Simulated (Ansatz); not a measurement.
**Transmission past a defect: Fe wire along [110], 4 atoms a period, vacancy of one Fe**

Aim: how much does this defect scatter, and at which energies?

Main program and level: Ansatz 0.2.0; DFT PBE, plane waves, PAW; relaxation of a wire's period, in the first sound run; inputs show where later runs differ.

## (1) Set-up

The cell holds 4 atoms: 4 Fe. Cell: a = 8.215 Å, b = 8.801 Å, c = 4.002 Å, α = 90.0°, β = 90.0°, γ = 90.0°. Vacuum lies along a and b. The structure's axis is c.

## (2) The relaxed wire

Band widths follow the bond lengths, so the wire is relaxed first. The atoms and the third cell vector are free; the box across stays fixed as vacuum. Moments are seeded so that a magnetic state can form if it lies lower. A Fermi-Dirac smearing is set since the result may be a metal. The pressure printed is a third of the stress's trace over the whole box, vacuum included; only the stress along the axis is relaxed.

File input.yaml:

```yaml
crystal:
  lattice:
    - [8.215, 0.0, 0.0]
    - [0.0, 8.801, 0.0]
    - [0.0, 0.0, 4.0022243815]
  atoms:
    - { symbol: Fe, position: [0.413877054, 0.386319736, 0.0], spin: 2.4 }
    - { symbol: Fe, position: [0.413877054, 0.613693011, 0.5], spin: 2.4 }
    - { symbol: Fe, position: [0.586122946, 0.386319736, 0.5], spin: 2.4 }
    - { symbol: Fe, position: [0.586122946, 0.613693011, 0.0], spin: 2.4 }
magnetization:
  spin_polarized: true
kpoints:
  mp_grid: { grid: [1, 1, 20] }
scf:
  occupations: { method: fermi_dirac, width: 0.05 }
hamiltonian:
  xc: pbe
relax:
  cell: { fix: [a, b, alpha, beta, gamma] }
  max_steps: 60
```

On the command line:

```console
ansatz run input.yaml --threads 8 --pin off --max-ram 16384MiB --backend cpu --events-out ev --progress --plain --runs-dir out
```

Numbers of over 12 decimals in the logs are rounded to 6 here.

The program printed:

```text
Engine: ansatz 0.2.0, aarch64-unknown-linux-gnu
Pseudopotentials: kind: paw
Pseudopotential: Fe, paw, valence charge 16, recommended cutoff 420 eV (normal), Fe.paw.azcp
Functional definition: PBE
  parameter kappa = 0.804
  parameter beta = 0.066725
  exchange = pbe_x(kappa = kappa, mu = beta*pi^2/3)
  correlation = pbe_c(beta = beta)
Crystal: 4 atoms, lattice volume = 289.362 Å³
Basis set: ecut = 420 eV, 5635 PW (Γ), exchange–correlation on 120×120×54 points (8 copies of the dense FFT grid, shifted against one another)
Bands: 45, of which v1, the nominal top of the filled ones, is band 32 counted from 1 (31 counted from 0)
Symmetry: 8 space group operations
Space group: Pccm (ITA 49), of the structure as read, at distance tolerance 6.6e-5 Å
Magnetic group: BNS 49.265 (UNI 363), of the structure as read, at distance tolerance 6.6e-5 Å
k-points: 11 of 20
Non-local potential: Fe, projectors of the file, l = 0: 3, l = 1: 2, l = 2: 3, l = 3: 1
PAW form: soft (Blöchl's): semilocal exchange-correlation on the pseudo side does not see the compensation charge
PAW one-centre angular grid: Fe, 590 points (default); XC on 64 Gauss nodes
Initial density: superposition of atomic densities (neutral atoms: chi_scale 0, normalization atom)
Starting moments: Σ|m| = 9.6 μB on 4 of 4 sites
Initial wavefunctions: pseudopotential atomic-orbital guess
Functional: x = pbe(κ = 0.804, μ = 0.219515), c = pbe(β = 0.066725)
SCF iter   1: F=—  HF=-17910.625057 eV  |F-HF|=—  |Δ(HF+E_count)|=         —  Δρ=3.93e-2 (↑3.93e-2 ↓2.59e-2)  dr2=1.13e1  dr2_m=2.12e0  M=11.040 μB ∫|m|=11.160 μB  β_m=0.30  ethr=3.10e-3  ⟨swp⟩=7.6  Hψ=4327  notcnv=0  defer=4
Mixer restart at iter 1: flushing history
preconditioner: auto → LDOS  [metal: Δε(μ)=0.008 eV  Ē_g=4.011 eV  σ=0.050 eV  W_gap=0.04  n_scr=42 (ndim 8)  ℏωp=12.3 eV  f_vac=0.598  D(μ)=10.16/eV (n_scr^D=78)]
spin=Collinear: LDOS preconditioning applied to the charge; magnetization (m = ρ↑ − ρ↓) channel mixes plain (no charge-response kernel on spin).
SCF iter   2: F=—  HF=-17910.837950 eV  |F-HF|=—  |Δ(HF+E_count)|=   2.13e-1  Δρ=3.04e-2 (↑3.04e-2 ↓2.32e-2)  dr2=3.23e0  dr2_m=1.69e0  M=11.735 μB ∫|m|=11.878 μB  β_m=0.56  ethr=3.10e-3  ⟨swp⟩=3.0  Hψ=1878  notcnv=0  defer=38
SCF iter   3: F=—  HF=-17913.293276 eV  |F-HF|=—  |Δ(HF+E_count)|=    2.46e0  Δρ=1.26e-2 (↑8.28e-3 ↓1.26e-2)  dr2=1.03e-1  dr2_m=2.69e-1  M=12.785 μB ∫|m|=13.079 μB  β_m=0.72  ethr=3.10e-3  ⟨swp⟩=3.5  Hψ=1817  notcnv=0  defer=37
SCF iter   4: F=—  HF=-17913.594753 eV  |F-HF|=—  |Δ(HF+E_count)|=         —  Δρ=5.94e-3 (↑5.94e-3 ↓1.99e-3)  dr2=7.46e-2  dr2_m=2.93e-2  M=12.945 μB ∫|m|=13.355 μB  β_m=0.72  ethr=1.61e-4  ⟨swp⟩=3.6  Hψ=2158  notcnv=0  defer=45
Mixer restart at iter 4: flushing history
SCF iter   5: F=—  HF=-17913.599421 eV  |F-HF|=—  |Δ(HF+E_count)|=   4.67e-3  Δρ=4.18e-3 (↑2.20e-3 ↓4.18e-3)  dr2=8.15e-2  dr2_m=3.60e-3  M=13.016 μB ∫|m|=13.454 μB  β_m=0.61  ethr=1.16e-4  ⟨swp⟩=2.6  Hψ=1910  notcnv=0  defer=45
SCF iter   6: F=—  HF=-17913.580322 eV  |F-HF|=—  |Δ(HF+E_count)|=   1.91e-2  Δρ=1.77e-3 (↑1.77e-3 ↓7.10e-4)  dr2=3.55e-3  dr2_m=3.20e-3  M=12.997 μB ∫|m|=13.438 μB  β_m=0.69  ethr=1.16e-4  ⟨swp⟩=2.5  Hψ=1913  notcnv=0  defer=54
SCF iter   7: F=—  HF=-17913.580750 eV  |F-HF|=—  |Δ(HF+E_count)|=   4.28e-4  Δρ=4.68e-4 (↑3.20e-4 ↓4.68e-4)  dr2=1.44e-3  dr2_m=2.93e-4  M=13.018 μB ∫|m|=13.473 μB  β_m=0.61  ethr=5.55e-6  ⟨swp⟩=2.5  Hψ=1756  notcnv=0  defer=54
SCF iter   8: F=—  HF=-17913.580595 eV  |F-HF|=—  |Δ(HF+E_count)|=   1.56e-4  Δρ=6.96e-5 (↑5.34e-5 ↓6.96e-5)  dr2=1.92e-5  dr2_m=6.68e-6  M=13.021 μB ∫|m|=13.480 μB  β_m=0.66  ethr=2.24e-6  ⟨swp⟩=2.0  Hψ=1468  notcnv=0  defer=54
SCF iter   9: F=—  HF=-17913.580541 eV  |F-HF|=—  |Δ(HF+E_count)|=   5.32e-5  Δρ=2.95e-5 (↑2.21e-5 ↓2.95e-5)  dr2=1.78e-6  dr2_m=1.18e-6  M=13.022 μB ∫|m|=13.482 μB  β_m=0.76  ethr=2.99e-8  ⟨swp⟩=2.3  Hψ=1567  notcnv=0  defer=55
SCF iter  10: F=—  HF=-17913.580544 eV  |F-HF|=—  |Δ(HF+E_count)|=   2.65e-6  Δρ=9.41e-6 (↑3.30e-6 ↓9.41e-6)  dr2=1.20e-7  dr2_m=6.77e-8  M=13.023 μB ∫|m|=13.483 μB  β_m=0.87  ethr=2.79e-9  ⟨swp⟩=2.5  Hψ=1800  notcnv=0  defer=54
SCF iter  11: F=-17913.580544 eV  HF=-17913.580544 eV  |F-HF|=1.12e-8  |Δ(HF+E_count)|=   1.42e-7  Δρ=2.28e-6 (↑2.28e-6 ↓1.77e-6)  dr2=1.79e-8  dr2_m=5.16e-9  M=13.023 μB ∫|m|=13.483 μB  ethr=1.56e-10  ⟨swp⟩=1.7  Hψ=3326  notcnv=0
SCF 1 converged in 11 iterations: F = -17913.580544 eV  dr2 = 1.79e-8
  greatest PAW one-centre occupation: 1.003 electrons in one spin orbital (limit 2), on the Fe atom at site 3 (counted from 0), in its partial waves of l = 1
relax step   1: F+E_penalty+E_count = -17913.58054427 eV  Δ(F+E_penalty+E_count) = +0.000e0 eV  max|allowed force component| = 1.234e0 eV/Å  Δτ_max = 0.0000 Å  P = -2.451 GPa  Ω = 289.362 Å³  fix = [a, b, alpha, beta, gamma]  reactions: a -0.267, b -2.531 GPa  (11 SCF iters, dr2 threshold 1.00e-7 eV, accepted)
Crystal: 4 atoms, lattice volume = 275.307 Å³
Basis set: ecut = 420 eV, 5395 PW (Γ), exchange–correlation on 120×120×54 points (8 copies of the dense FFT grid, shifted against one another)
Initial density: handed on by an earlier stage of this run
Starting moments: Σ|m| = 9.6 μB on 4 of 4 sites; this step starts from the density that it was given
Initial wavefunctions: those handed on with the density
iter 1 solved again at ethr=6.41e-4 eV; its pass at ethr=3.10e-3 eV (dr2=4.10e-1 eV) is discarded
SCF iter   1: F=—  HF=-17914.154743 eV  |F-HF|=—  |Δ(HF+E_count)|=         —  Δρ=1.50e-2 (↑1.20e-2 ↓1.50e-2)  dr2=4.15e-1  dr2_m=3.91e-1  M=12.943 μB ∫|m|=13.308 μB  β_m=0.30  ethr=6.41e-4  ⟨swp⟩=1.3  Hψ=5225  notcnv=0
preconditioner: auto → LDOS  [metal: Δε(μ)=0.012 eV  Ē_g=4.465 eV  σ=0.050 eV  W_gap=0.06  n_scr=42 (ndim 8)  ℏωp=12.7 eV  f_vac=0.633  D(μ)=3.71/eV (n_scr^D=12)]
spin=Collinear: LDOS preconditioning applied to the charge; magnetization (m = ρ↑ − ρ↓) channel mixes plain (no charge-response kernel on spin).
SCF iter   2: F=—  HF=-17914.177306 eV  |F-HF|=—  |Δ(HF+E_count)|=   2.26e-2  Δρ=1.05e-2 (↑7.99e-3 ↓1.05e-2)  dr2=6.82e-2  dr2_m=1.96e-1  M=12.951 μB ∫|m|=13.319 μB  β_m=0.49  ethr=6.41e-4  ⟨swp⟩=2.2  Hψ=1628  notcnv=0
SCF iter   3: F=—  HF=-17914.289563 eV  |F-HF|=—  |Δ(HF+E_count)|=   1.12e-1  Δρ=3.06e-3 (↑2.46e-3 ↓3.06e-3)  dr2=5.48e-3  dr2_m=1.63e-2  M=12.952 μB ∫|m|=13.325 μB  β_m=0.55  ethr=1.07e-4  ⟨swp⟩=3.2  Hψ=2024  notcnv=0  defer=10
[...]
relax step   7: F+E_penalty+E_count = -17915.95044479 eV  Δ(F+E_penalty+E_count) = -2.738e-1 eV  max|allowed force component| = 1.522e-1 eV/Å  Δτ_max = 0.0493 Å  P = -0.267 GPa  Ω = 204.525 Å³  energy of the carried Pulay correction = +9.435e-3 eV  fix = [a, b, alpha, beta, gamma]  reactions: a +0.493, b +0.647 GPa  (11 SCF iters, dr2 threshold 4.00e-7 eV, accepted)
relax step   8: F+E_penalty+E_count = -17916.00108870 eV  Δ(F+E_penalty+E_count) = -5.064e-2 eV  max|allowed force component| = 7.604e-2 eV/Å  Δτ_max = 0.0505 Å  P = +0.492 GPa  Ω = 190.419 Å³  energy of the carried Pulay correction = +1.133e-2 eV  fix = [a, b, alpha, beta, gamma]  reactions: a +0.246, b -0.013 GPa  (9 SCF iters, dr2 threshold 4.00e-7 eV, accepted)
relax step   9: F+E_penalty+E_count = -17916.02196506 eV  Δ(F+E_penalty+E_count) = -2.088e-2 eV  max|allowed force component| = 1.585e-2 eV/Å  Δτ_max = 0.0187 Å  P = +0.119 GPa  Ω = 195.865 Å³  energy of the carried Pulay correction = +1.058e-2 eV  fix = [a, b, alpha, beta, gamma]  reactions: a +0.328, b +0.174 GPa  (8 SCF iters, dr2 threshold 4.00e-7 eV, accepted)
relax step  10: F+E_penalty+E_count = -17916.02222203 eV  Δ(F+E_penalty+E_count) = -2.570e-4 eV  max|allowed force component| = 9.007e-3 eV/Å  Δτ_max = 0.0007 Å  P = +0.217 GPa  Ω = 195.364 Å³  energy of the carried Pulay correction = +1.065e-2 eV  fix = [a, b, alpha, beta, gamma]  reactions: a +0.374, b +0.246 GPa  (7 SCF iters, dr2 threshold 5.24e-8 eV, accepted)
relax step  11: F+E_penalty+E_count = -17916.01371956 eV  Δ(F+E_penalty+E_count) = +8.502e-3 eV  max|allowed force component| = 1.089e-2 eV/Å  Δτ_max = 0.0000 Å  P = +0.218 GPa  Ω = 195.364 Å³  fix = [a, b, alpha, beta, gamma]  reactions: a +0.382, b +0.254 GPa  stress off target by 1.78e-2 GPa on what of the cell is left free  SCF on the basis re-selected at this cell (its energy is not comparable with the rows above)  (11 SCF iters)
relax step  12: F+E_penalty+E_count = -17916.01371246 eV  Δ(F+E_penalty+E_count) = +7.101e-6 eV  max|allowed force component| = 1.246e-2 eV/Å  Δτ_max = 0.0016 Å  P = +0.157 GPa  Ω = 195.364 Å³  fix = [a, b, alpha, beta, gamma]  (7 SCF iters, dr2 threshold 7.42e-9 eV, rejected (line search))
relax step  13: F+E_penalty+E_count = -17916.01374079 eV  Δ(F+E_penalty+E_count) = -2.123e-5 eV  max|allowed force component| = 5.994e-4 eV/Å  Δτ_max = 0.0008 Å  P = +0.189 GPa  Ω = 195.364 Å³  fix = [a, b, alpha, beta, gamma]  reactions: a +0.347, b +0.224 GPa  (10 SCF iters, accepted)
iter 1 solved again at ethr=3.42e-6 eV; its pass at ethr=3.10e-3 eV (dr2=2.19e-3 eV) is discarded
SCF iter   1: F=—  HF=-17916.013739 eV  |F-HF|=—  |Δ(HF+E_count)|=         —  Δρ=1.02e-6 (↑8.89e-7 ↓1.02e-6)  dr2=1.36e-9  dr2_m=7.35e-10  M=11.996 μB ∫|m|=12.312 μB  β_m=0.65  ethr=3.42e-6  ⟨swp⟩=3.0  Hψ=6711  notcnv=0
eigensolver tolerance schedule: the retry pair's looser diagonalisation over-reported the residual by 1614780.22 of it (diagonalisation noise at an unbounded share of the residual, at the tolerance the schedule requests for it); recorded, not acted on — ethr = c·dr2/N_el stays at c = 1.0e-1
preconditioner: auto → LDOS  [metal: Δε(μ)=0.153 eV  Ē_g=4.963 eV  σ=0.050 eV  W_gap=0.48  n_scr=12 (ndim 8)  ℏωp=15.0 eV  f_vac=0.597  D(μ)=1.36/eV (n_scr^D=8)]
spin=Collinear: LDOS preconditioning applied to the charge; magnetization (m = ρ↑ − ρ↓) channel mixes plain (no charge-response kernel on spin).
SCF iter   2: F=—  HF=-17916.013741 eV  |F-HF|=—  |Δ(HF+E_count)|=   2.04e-6  Δρ=1.00e-6 (↑1.00e-6 ↓8.62e-7)  dr2=3.40e-9  dr2_m=2.20e-10  M=11.996 μB ∫|m|=12.312 μB  β_m=0.30  ethr=2.12e-12  ⟨swp⟩=5.2  Hψ=3281  notcnv=0
SCF iter   3: F=—  HF=-17916.013741 eV  |F-HF|=—  |Δ(HF+E_count)|=   1.37e-9  Δρ=3.99e-7 (↑3.66e-7 ↓3.99e-7)  dr2=3.67e-10  dr2_m=7.55e-11  M=11.996 μB ∫|m|=12.312 μB  β_m=0.33  ethr=2.12e-12  ⟨swp⟩=2.2  Hψ=1573  notcnv=0
SCF iter   4: F=—  HF=-17916.013741 eV  |F-HF|=—  |Δ(HF+E_count)|=  7.64e-11  Δρ=2.22e-7 (↑2.08e-7 ↓2.22e-7)  dr2=7.55e-11  dr2_m=3.39e-11  M=11.996 μB ∫|m|=12.312 μB  β_m=0.67  ethr=1.00e-12  ⟨swp⟩=2.8  Hψ=1353  notcnv=0
SCF iter   5: F=—  HF=-17916.013741 eV  |F-HF|=—  |Δ(HF+E_count)|=  7.28e-12  Δρ=1.72e-7 (↑1.54e-7 ↓1.72e-7)  dr2=3.77e-11  dr2_m=2.14e-11  M=11.996 μB ∫|m|=12.312 μB  β_m=0.78  ethr=1.00e-12  ⟨swp⟩=4.0  Hψ=2772  notcnv=0
SCF iter   6: F=-17916.013741 eV  HF=-17916.013741 eV  |F-HF|=3.64e-12  |Δ(HF+E_count)|=  7.28e-12  Δρ=1.37e-7 (↑1.21e-7 ↓1.37e-7)  dr2=2.44e-11  dr2_m=1.38e-11  M=11.996 μB ∫|m|=12.312 μB  ethr=1.00e-12  ⟨swp⟩=3.0  Hψ=2340  notcnv=0
SCF 14 converged in 6 iterations: F = -17916.013741 eV  dr2 = 2.44e-11
relax step  14: F+E_penalty+E_count = -17916.01374079 eV  Δ(F+E_penalty+E_count) = +3.638e-12 eV  max|allowed force component| = 5.972e-4 eV/Å  Δτ_max = 0.0000 Å  P = +0.189 GPa  Ω = 195.364 Å³  fix = [a, b, alpha, beta, gamma]  reactions: a +0.347, b +0.224 GPa  stress off target by 5.94e-3 GPa on what of the cell is left free  SCF on the basis re-selected at this cell (its energy is not comparable with the rows above)  (6 SCF iters)
basis re-selected at this cell: Δ(F+E_penalty+E_count) = +3.638e-12 eV, ΔP = +0.000 GPa vs the last step (what re-selecting the basis moved, of the pressure what is left beyond the Pulay correction that the steps carried, after the strain that the cell walked since its last selection, with what the two solves' SCF thresholds leave and, on support functions, any second-order correction that the steps lacked; it is no  [...]
SCF converged after 6 iterations
Magnetization: 11.9959 μB (37.9980 up, 26.0020 down)
Absolute magnetization: 12.3138 μB (∫|ρ↑−ρ↓|, with the PAW one-centre terms)
Spin contamination: 0.1448 ħ² per cell (⟨S²⟩ above its minimum at these occupations)
Per-site moments (μB) at R_I (Å): [(2.769091, 0.972123), (2.769091, 0.972123), (2.769091, 0.972123), (2.769091, 0.972123)]
Free energy (F): -17916.013741 eV
Harris-Foulkes:  -17916.013741 eV  (|F-HF|=3.64e-12)
Internal energy: -17916.000679 eV  (E = F + TS)
E sigma→0 (E₀):  -17916.007210 eV
Entropy (-TS):   -0.013062 eV (-3.265 meV/atom)
Fermi energy:    1.727578 eV
--- Per-component energies (eV) ---
  E_band       = -1929.671168
  E_kinetic    = 1394.511668
  E_local      = -28194.941122  (includes V_loc(G=0)·N_el)
  E_nonlocal   = 897.036016
  E_hartree    = 12895.390050
  E_xc         = -461.838631
  E_vxc        = -593.797904  (∫ρ·V_xc dr)
  E_paw        = -5481.569757  (= ΣΔE_a)
  E_vpaw       = -1223.263601  (= ΣTr[D̂ρ^β])
  E_aug_tail   = 0.003611  (compensation charges beyond the density's cutoff)
  E_ewald      = 1035.407486
  E_smearing   = -0.013062  (= −TS)
  E_closure    = -0.000000  (closes the sum)
  Σ components = -17916.013741   (vs F -17916.013741, Δ=0.00e0)
--- Forces (eV/Å), atoms counted from 1 ---
  atom   1  Fe     0.00034822     0.00059723     0.00000000
  atom   2  Fe     0.00034822    -0.00059723     0.00000000
  atom   3  Fe    -0.00034822     0.00059723     0.00000000
  atom   4  Fe    -0.00034822    -0.00059723     0.00000000
  max |Σ_I F_I| component: 1.08e-19 eV/Å
--- Stress (GPa, compression-positive) ---
        0.346982       0.000000       0.000000
        0.000000       0.224472       0.000000
        0.000000       0.000000      -0.005937
  P = ⅓ Tr σ = 0.1885 GPa (1.885 kbar)
--- Relaxed structure (12 steps of the walk, 11 accepted, 2 SCFs on fresh bases) ---
  F+E_penalty+E_count = -17916.01374079 eV   max|allowed force component| = 5.972e-4 eV/Å   (the final SCF, on the basis selected at the relaxed cell)
  cell:  # Å, volume = 195.3641 Å³
    - [8.215, 0.0, 0.0]
    - [0.0, 8.801, 0.0]
    - [0.0, 0.0, 2.702123]
  atoms:
    - { symbol: Fe, position: [0.382475, 0.390187, 0.0] }
    - { symbol: Fe, position: [0.382475, 0.609826, 0.5] }
    - { symbol: Fe, position: [0.617525, 0.390187, 0.5] }
    - { symbol: Fe, position: [0.617525, 0.609826, 0.0] }
```

Run time: 39 s. Hardware: 8 threads of Arm Neoverse V1, shared host; peak memory 0.99 GiB.

Relaxation path:

```tsv
step	energy less that of the first step (eV)	largest force component (eV/Å)	pressure (GPa)	volume (Å³)
1	0.0000	1.2342	-2.45	289.36
2	-0.7211	0.5740	-1.51	275.31
3	-1.0996	0.2707	-0.48	261.15
4	-1.4117	0.3974	-0.59	246.96
5	-1.7684	0.3376	-0.86	232.80
6	-2.0961	0.2269	-0.55	218.64
7	-2.3699	0.1522	-0.27	204.53
8	-2.4205	0.0760	0.49	190.42
9	-2.4414	0.0158	0.12	195.86
10	-2.4417	0.0090	0.22	195.36
11*	-2.4332	0.0109	0.22	195.36
12	-2.4332	0.0125	0.16	195.36
13	-2.4332	0.0006	0.19	195.36
14*	-2.4332	0.0006	0.19	195.36
```

Relaxation steps marked * repeat the geometry before them on a plane-wave basis chosen anew for their cell, so energy and pressure can jump there. Relaxation step 12 was tried and not accepted.

Forces are held to the 8 operations that the run works with; a distortion that breaks them can't arise in this run.

```tsv
cell as run	before	after	change
c (Å)	4.002	2.702	-32.5 %
```

The atoms that moved most (Å, along periodic axes as changes of fractional coordinates times the final cell, across vacuum about the mean position):

```tsv
atom	dx	dy	dz	length
Fe1	-0.258	0.034	0.000	0.260
Fe2	-0.258	-0.034	0.000	0.260
Fe3	0.258	0.034	0.000	0.260
Fe4	0.258	-0.034	0.000	0.260
```

The relaxed structure:

```xyz
4
Lattice="8.2150 0.0000 0.0000 0.0000 8.8010 0.0000 0.0000 0.0000 2.7021" Properties=species:S:1:pos:R:3
Fe    3.1420    3.4340    0.0000
Fe    3.1420    5.3671    1.3511
Fe    5.0730    3.4340    1.3511
Fe    5.0730    5.3671    0.0000
```

This step gave:

* energy at zero smearing: -17916.0072 eV
* total moment: 12.00 μB
* absolute moment: 12.31 μB
* cell length along the wire: 2.702 Å

Site moment by atom:

```tsv
atom	site moment (μB)
Fe1	2.77
Fe2	2.77
Fe3	2.77
Fe4	2.77
```

The cell's length comes to 2.702 Å with an absolute moment of 12.31 μB a cell. That is -32 % against the start, more than a small adjustment. 4 contacts a cell pass between under 1.1 and over 1.27 times the sum of covalent radii, so the wire has rearranged from the shape that names it.

(Continued in part 2 of 3.)

[Logs are printed without paths, hosts, clocks, repeated set-up lines and the standing remarks that a program may print on its own settings, such as how far it seeks lower states.]

[Hosts, paths, dates, database ids (printed as entryN), source tags and the programs' standing remarks are cut or masked in the printed files.]
